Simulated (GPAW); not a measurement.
# Ga K-edge XANES of zinc-blende (GaAs)₁₋ₓ(GaP)ₓ at x = 0.125, part 2 of 2

Aim: the Ga K edge in zinc-blende (GaAs)₁₋ₓ(GaP)ₓ at x = 0.125, one member of a composition series.

GPAW 26.7.0; X-ray absorption from dipole matrix elements to empty bands, plane-wave PAW LDA.

So far. Step 3 (The field without a hole): The mesh shows a gap of 0.50 eV. The excited electron is kept all the same, so that all members of the series, with or without a gap, are treated alike.

## (5) Spectrum with XCH, Ga atom 1

The holes are 8.0 Å apart. In GPAW the data set carries the hole's charge, so charge=0 means a charged cell and charge=-1 a neutral one. The excited electron is kept in the cell, where it fills the lowest empty states and screens the hole. After the field has converged, empty bands are computed with the density fixed and the dipole matrix elements are summed.

The absorber has 4 As at 2.44 Å (tetrahedral).

Input file xas.py:

```python
import numpy as np
from ase import Atoms
from ase.parallel import parprint, paropen
from gpaw import GPAW, PW, FermiDirac, Mixer, MixerDif, setup_paths
from gpaw.test import gen
setup_paths.insert(0, '.')
gen('Ga', name='fch1s', xcname='LDA', corehole=(1, 0, 1), write_xml=True)
from gpaw.mpi import world
world.barrier()

atoms = Atoms('GaAsGaAsGaAsGaPGaAsGaAsGaAsGaAs',
    cell=[[0, 5.62775, 5.62775],
     [5.62775, 0, 5.62775],
     [5.62775, 5.62775, 0]],
    scaled_positions=[[0.0009115, 0.0007737, 0.999607],
     [0.1242014, 0.1251696, 0.1268444],
     [0.0033704, 0.9934399, 0.5039683],
     [0.1265328, 0.1265317, 0.624583],
     [0.0007916, 0.5022762, 0.992567],
     [0.1248743, 0.6256111, 0.1220868],
     [0.0014457, 0.5036801, 0.4989937],
     [0.1236418, 0.6252186, 0.6240505],
     [0.4991501, 0.9996552, 0.0007952],
     [0.6256766, 0.1231495, 0.1264882],
     [0.5017205, 0.0000074, 0.5017561],
     [0.626132, 0.1262526, 0.6258099],
     [0.5000558, 0.4982236, 0.0003753],
     [0.6237711, 0.624662, 0.1251692],
     [0.4919413, 0.5035138, 0.5021456],
     [0.6244221, 0.6250386, 0.6251891]],
    pbc=True)
atoms.calc = calc = GPAW(legacy_gpaw=True, mode=PW(400, force_complex_dtype=True), xc='LDA', setups={0: 'fch1s'},
    kpts={'size': (3, 3, 3), 'gamma': True}, occupations=FermiDirac(0.04),
    charge=-1, mixer=Mixer(0.1, 5, 50), maxiter=150,
    convergence={'density': 0.0001, 'eigenstates': 1e-6}, txt='scf.txt')
energy = atoms.get_potential_energy() + calc.get_reference_energy()
ef = calc.get_fermi_level()
out = dict(energy=energy, fermi=ef, forces=atoms.get_forces().tolist())
parprint(f'all-electron energy {energy:.4f} eV, Fermi level {ef:.4f} eV')
ev = np.array([[calc.get_eigenvalues(k, s) for k in range(len(calc.get_ibz_k_points()))] for s in range(calc.get_number_of_spins())])
out['homo'], out['lumo'], out['counts'] = ev[ev < ef].max(), ev[ev > ef].min(), sorted(set((ev < ef).sum((0, 2)).tolist()))
out['filled'] = (ev[:, 0] < ef).sum(1).tolist()

from ase.units import Ha
from gpaw.xas import dipole_matrix_elements
nb = int(calc.get_number_of_electrons() / 2) + 182
top, nb = nb, nb + 8 + nb // 12
nscf = calc.fixed_density(kpts={'size': (4, 4, 4), 'gamma': True}, nbands=nb,
    convergence={'bands': top, 'eigenstates': 5e-3}, maxiter=60, txt='nscf.txt')
cell = atoms.cell.array
ops = [cell.T @ U.T @ np.linalg.inv(cell.T) for U in nscf.wfs.kd.symmetry.op_scc]
filled = [32]  # bands filled in the ground state, by spin
E = np.arange(-6, 30, 0.1)
fwhm = np.interp(E, [4, 25], [1.82, 3.5])
Y, X, zero, highest = 0, 0, 1e9, 1e9
for spin in range(nscf.get_number_of_spins()):
    wfs = nscf.wfs
    mine = wfs.bd.get_slice()  # this rank's bands
    A = dipole_matrix_elements(wfs.setups[0])
    eps = np.zeros((wfs.kd.nibzkpts, nb))
    d = np.zeros((3, A.shape[1], wfs.kd.nibzkpts, nb), complex)
    for kpt in wfs.kpt_u:
        if kpt.s == spin and 0 in kpt.P_ani:
            eps[kpt.k, mine] = kpt.eps_n * Ha
            d[:, :, kpt.k, mine] = (kpt.weight * wfs.nspins / 2) ** 0.5 * np.inner(A, kpt.P_ani[0])
    world.sum(eps)
    world.sum(d)
    T = np.einsum('amkn,bmkn->abkn', d, d.conj()).real
    T = sum(np.einsum('ai,ijkn,bj->abkn', R, T, R) for R in ops) / len(ops)
    empty = np.ones_like(eps, bool) & (np.arange(nb) >= filled[spin])
    zero, highest = min(zero, eps[empty].min()), min(highest, eps[:, top - 1].min())
    lines = [(eps, T, empty)] if spin == 0 else lines + [(eps, T, empty)]
for eps, T, empty in lines:
    f = np.einsum('aakn->akn', T).reshape(3, -1)
    x = eps.ravel() - zero
    w = np.interp(x, E, fwhm) / 2.35482
    g = np.exp(-0.5 * ((E[:, None] - x) / w) ** 2) / (w * (2 * np.pi) ** 0.5)
    Y = Y + (f * empty.ravel()) @ g.T
    X = X + (f * ~empty.ravel()) @ g.T
out.update(E=E.round(2).tolist(), xas=Y.tolist(), xes=X.tolist(), zero=zero, valid=highest - zero, nk=len(eps), nb=nb)
for i in range(0, len(E), 10):
    parprint(f'{E[i]:7.2f}', *(f'{v:10.3e}' for v in Y[:, i]))
import json
with paropen('out.json', 'w') as f:
    json.dump(out, f)
```

On the command line:

```bash
$ OMP_NUM_THREADS=1 mpirun -n 4 gpaw python xas.py
```

Numbers of over 12 decimals in the logs are rounded to 6 here.

Log:

```text
Input parameters:
  charge: -1
  convergence: {density: 0.0001,
                eigenstates: 1e-06}
  kpts: {gamma: True,
         size: (3, 3, 3)}
  maxiter: 150
  mixer: {backend: pulay,
          beta: 0.1,
          method: separate,
          nmaxold: 5,
          weight: 50}
  mode: {ecut: 400.0,
         force_complex_dtype: True,
         name: pw}
  occupations: {fixmagmom: False,
                name: fermi-dirac,
                width: 0.04}
  setups: {0: fch1s}

Initialize ...

[... PAW data sets ...]

Reference energy: -851286.846696  # eV

Spin-paired calculation

[... convergence settings ...]
Symmetries present (total): 1
  [... symmetry matrices ...]

27 k-points: 3 x 3 x 3 Monkhorst-Pack grid
14 k-points in the irreducible part of the Brillouin zone
       k-points in crystal coordinates                weights
   0:     0.00000000    0.00000000    0.00000000          1/27
   1:     0.00000000    0.00000000    0.33333333          2/27
   2:     0.00000000    0.33333333   -0.33333333          2/27
   3:     0.00000000    0.33333333    0.00000000          2/27
   4:     0.00000000    0.33333333    0.33333333          2/27
   5:     0.33333333   -0.33333333   -0.33333333          2/27
   6:     0.33333333   -0.33333333    0.00000000          2/27
   7:     0.33333333   -0.33333333    0.33333333          2/27
   8:     0.33333333    0.00000000   -0.33333333          2/27
   9:     0.33333333    0.00000000    0.00000000          2/27
          ...
  13:     0.33333333    0.33333333    0.33333333          2/27

Wave functions: Plane wave expansion
  Cutoff energy: 400.000 eV
  Number of coefficients (min, max): 6423, 6481
  Pulay-stress correction: 0.000000 eV/Ang^3 (de/decut=0.000000)
  Using FFTW library
  Wavefunction extrapolation:
    Improved wavefunction reuse through dual PAW basis

Occupation numbers: Fermi-Dirac:
  width: 0.0400  # eV

Eigensolver
   Davidson(niter=2)

Densities:
  Coarse grid: 40*40*40 grid
  Fine grid: 80*80*80 grid
  Total Charge: 0.000000

Density mixing:
  Method: separate
  Backend: pulay
  Linear mixing parameter: 0.1
  old densities: 5
  Width of damping distribution: 1.1
  Damping of long wavelength oscillations: 50

[... Hamiltonian set-up ...]
Number of atoms: 16
Number of atomic orbitals: 64
Number of bands in calculation: 43
Number of valence electrons: 65
Bands to converge: occupied

... initialized

Initializing position-dependent things.

Density initialized from atomic densities
Creating initial wave functions:
  43 bands from LCAO basis set

                        As
                  Ga
                As
                    Ga
                  As
           Ga            Ga
         As  Ga        P   Ga
              As
                  Ga
                As
                    Ga
       As

Atomic positions and initial magnetic moments

Positions:
   0 Ga     5.629892    5.630668    0.009484    ( 0.0000,  0.0000,  0.0000)
   1 As     1.418272    1.412823    1.403398    ( 0.0000,  0.0000,  0.0000)
   2 Ga     8.427039    2.855175    5.609799    ( 0.0000,  0.0000,  0.0000)
   3 As     4.227086    4.227092    1.424184    ( 0.0000,  0.0000,  0.0000)
   4 Ga     8.412604    5.590374    2.831140    ( 0.0000,  0.0000,  0.0000)
   5 As     4.207857    1.389835    4.223544    ( 0.0000,  0.0000,  0.0000)
   6 Ga     5.642797    2.816348    2.842722    ( 0.0000,  0.0000,  0.0000)
[...]
13 As     4.219863    4.214849    7.025869    ( 0.0000,  0.0000,  0.0000)
  14 Ga     5.659600    5.594473    5.602172    ( 0.0000,  0.0000,  0.0000)
  15 As     7.035969    7.032499    7.031652    ( 0.0000,  0.0000,  0.0000)

Unit cell:
           periodic     x           y           z      points  spacing
  1. axis:    yes    0.000000    5.627750    5.627750    40     0.1625
  2. axis:    yes    5.627750    0.000000    5.627750    40     0.1625
  3. axis:    yes    5.627750    5.627750    0.000000    40     0.1625

  Lengths:   7.958840   7.958840   7.958840
  Angles:   60.000000  60.000000  60.000000

Effective grid spacing dv^(1/3) = 0.1773

iter:   1   -89.236410
iter:   2   -87.427441   -1.95  -0.82
iter:   3   -85.908054   -1.55  -0.90
iter:   4   -85.727206   -2.47  -1.13
iter:   5   -85.733714   -2.88  -1.45
iter:   6   -85.705197c  -2.90  -1.79
iter:   7   -85.703357c  -3.13  -2.16
iter:   8   -85.693192c  -4.01  -2.24
iter:   9   -85.692560c  -4.15  -2.53
iter:  10   -85.691893c  -5.11  -2.76
iter:  11   -85.691834c  -5.75  -2.99
iter:  12   -85.691797c  -6.54c -3.04
iter:  13   -85.691782c  -6.64c -3.14
iter:  14   -85.691776c  -6.71c -3.20
iter:  15   -85.691763c  -6.57c -3.33
iter:  16   -85.691773c  -6.28c -3.74
iter:  17   -85.691759c  -6.86c -3.69
iter:  18   -85.691759c  -7.52c -4.20c

Converged after 18 iterations.

Dipole moment: (-25.416493, -27.217902, -27.292531) |e|*Ang

Energy contributions relative to reference atoms: (reference = -851286.846696)

Kinetic:       +233.073467
Potential:     -210.776192
External:        +0.000000
XC:            -108.074594
Entropy (-ST):   -0.005765
Local:           +0.088443
SIC:             +0.000000
--------------------------
Free energy:    -85.694641
Extrapolated:   -85.691759

Showing only first 2 kpts
 Kpt  Band  Eigenvalues  Occupancy
  0    30      4.60699    2.00000
  0    31      4.62775    2.00000
  0    32      4.62934    2.00000
  0    33      5.40940    1.99986

  1    30      4.22793    2.00000
  1    31      4.24272    2.00000
  1    32      5.38839    1.99991
[...]
Fermi level: 5.79095

No gap
No difference between direct/indirect transitions

Forces in eV/Ang:
  0 Ga   -0.01932    0.01204   -0.00193
  1 As    0.11869    0.10638    0.13530
  2 Ga   -0.02090    0.00119   -0.27035
  3 As   -0.12914   -0.13309    0.10053
  4 Ga   -0.02638   -0.25927    0.01880
  5 As   -0.09268    0.14293   -0.12596
  6 Ga    0.27493    0.03567    0.02033
[...]
13 As    0.01974    0.02935   -0.01052
 14 Ga   -0.00093    0.00525   -0.01149
 15 As   -0.02758   -0.01678   -0.01338
Scalar-relativistic atomic LDA calculation for Ga (Gallium, Z=31)
Core hole in 1s state (1s occupation: 1.0)
600 radial gridpoints.
|------------------------------------------------|
|------------------------------------------------|
[... the atom generator's iteration count ...]

Energy contributions:
-------------------------
Kinetic:    +1579.917338
XC:           -64.056343
Potential:  -3074.711888
-------------------------
Total:      -1558.850893

state      eigenvalue         ekin         rmax
-----------------------------------------------
1s^1.0 :  -388.741484   489.682052        0.032
2s^2.0 :   -49.583735    96.650470        0.179
2p^6.0 :   -44.241157    95.698510        0.142
3s^2.0 :    -6.342800    22.075605        0.550
3p^6.0 :    -4.562405    20.108727        0.544
3d^10.0:    -1.437339    15.083525        0.500
4s^2.0 :    -0.729245     2.681465        1.725
4p^1.0 :    -0.423197     1.741532        2.075
-----------------------------------------------
(units: Bohr and Hartree)

Generating PAW setup
Kinetic energy of the core from tauc = 1587.646789
Cutoffs:
rc(s)=2.200
rc(p)=2.200
rc(d)=2.200
rc(vbar)=1.980
rc(comp)=2.200
rc(nct)=2.200

Kinetic energy of the core states: 1572.812876
Charge: 1.0
Core electrons: 27.0
Valence electrons: 3.0
Pseudo-core charge: 1.215894
Shape function alpha=2.066
Pseudo-electron charge 4.660881
state    eigenvalue         norm
--------------------------------
4s(2) :    -0.729245     1.209524
*s    :     0.270755
4p(1) :    -0.423197     1.025939
*p    :     0.576803
*d    :     0.000000
--------------------------------

Diagonalizing with gridspacing h=0.050

state   all-electron     PAW
-------------------------------
4s:      -0.729245    -0.729478
4p:      -0.423197    -0.423398
*d:                   -0.111370
*f:                   -0.021469
-------------------------------
all-electron energy -851372.5385 eV, Fermi level 5.7909 eV
[...]
27.00  1.190e-07  1.190e-07  1.192e-07
  28.00  1.244e-07  1.245e-07  1.246e-07
  29.00  1.271e-07  1.275e-07  1.270e-07
```

Wall time 5.4 min (4 MPI ranks of Arm Neoverse V2, shared host); peak memory 0.72 GiB.

The Ga K spectrum, Ga atom 1, excited-electron core hole (neutral cell) (energy from the bottom of the conduction band, which holds the excited electron; intensity scaled to a mean of 1 over the first 20 eV):

| E (eV) | intensity |
| --- | --- |
| -2.0 | 0.00 |
| -1.0 | 0.01 |
| 0.0 | 0.10 |
| 1.0 | 0.45 |
| 2.0 | 0.95 |
| 3.0 | 1.36 |
| 4.0 | 1.80 |
| 5.0 | 1.69 |
| 6.0 | 1.21 |
| 7.0 | 1.04 |
| 8.0 | 0.98 |
| 9.0 | 0.89 |
| 10.0 | 0.94 |
| 11.0 | 1.12 |
| 12.0 | 1.28 |
| 13.0 | 1.19 |
| 14.0 | 0.95 |
| 15.0 | 0.74 |
| 16.0 | 0.64 |
| 17.0 | 0.66 |
| 18.0 | 0.75 |
| 19.0 | 0.78 |
| 20.0 | 0.76 |
| 21.0 | 0.73 |
| 22.0 | 0.74 |
| 23.0 | 0.73 |
| 24.0 | 0.71 |
| 25.0 | 0.70 |
| 26.0 | 0.72 |
| 27.0 | 0.76 |

Main maxima below 26 eV (height): 4.4 eV (1.85), 12.2 eV (1.29) and 19.0 eV (0.78). A K edge sees empty p states on the absorber.

The energy difference (zero at 10381 eV) isn't read as a photon energy: for so heavy an absorber the terms left out (the hole's spin, the functional's error) amount to tens of eV or more.

## (6) What came out

| Item | Value |
| --- | --- |
| absorber and edge | Ga K, atom 1 of the ground-state input (counted from 1) |
| surroundings | 4 As at 2.44 Å (tetrahedral) |
| highest intensity below 24 eV | 4.4 eV above the zero, height 1.85 |

In words: The Ga K edge of atom 1, with 4 As at 2.44 Å (tetrahedral), has its highest intensity of the first 24 eV at 4.4 eV above the zero, 1.9 times the mean level of the first 20 eV (Gaussian full width 1.82 eV up to 4 eV, rising linearly to 3.5 eV at 25 eV). The script folds with a Gaussian, whereas the core hole's own line is a Lorentzian, so the onset is too steep and the first peak too high. Lifetime broadening is put in by hand, and intensities beyond about 20 eV depend on it and on the partial waves; weight that the partial waves miss at high energy is lost.

[Banner, clock and machine lines of the logs are left out without a mark of their own.]

[Logs are printed without paths, hosts, clocks, repeated set-up lines and the standing remarks that a program may print on its own settings, such as how far it seeks lower states.]

[Hosts, paths, dates, database ids (printed as entryN), source tags and the programs' standing remarks are cut or masked in the printed files.]

[Lists of maxima count a maximum above −3 eV only where it reaches 4 % of the highest in the window and stands out from its surroundings by 2 % of it (1.5 % where it reaches 55 %); shoulders and weaker maxima are passed over, and of the rest the first, up to two pre-edge ones and the few strongest are named.]
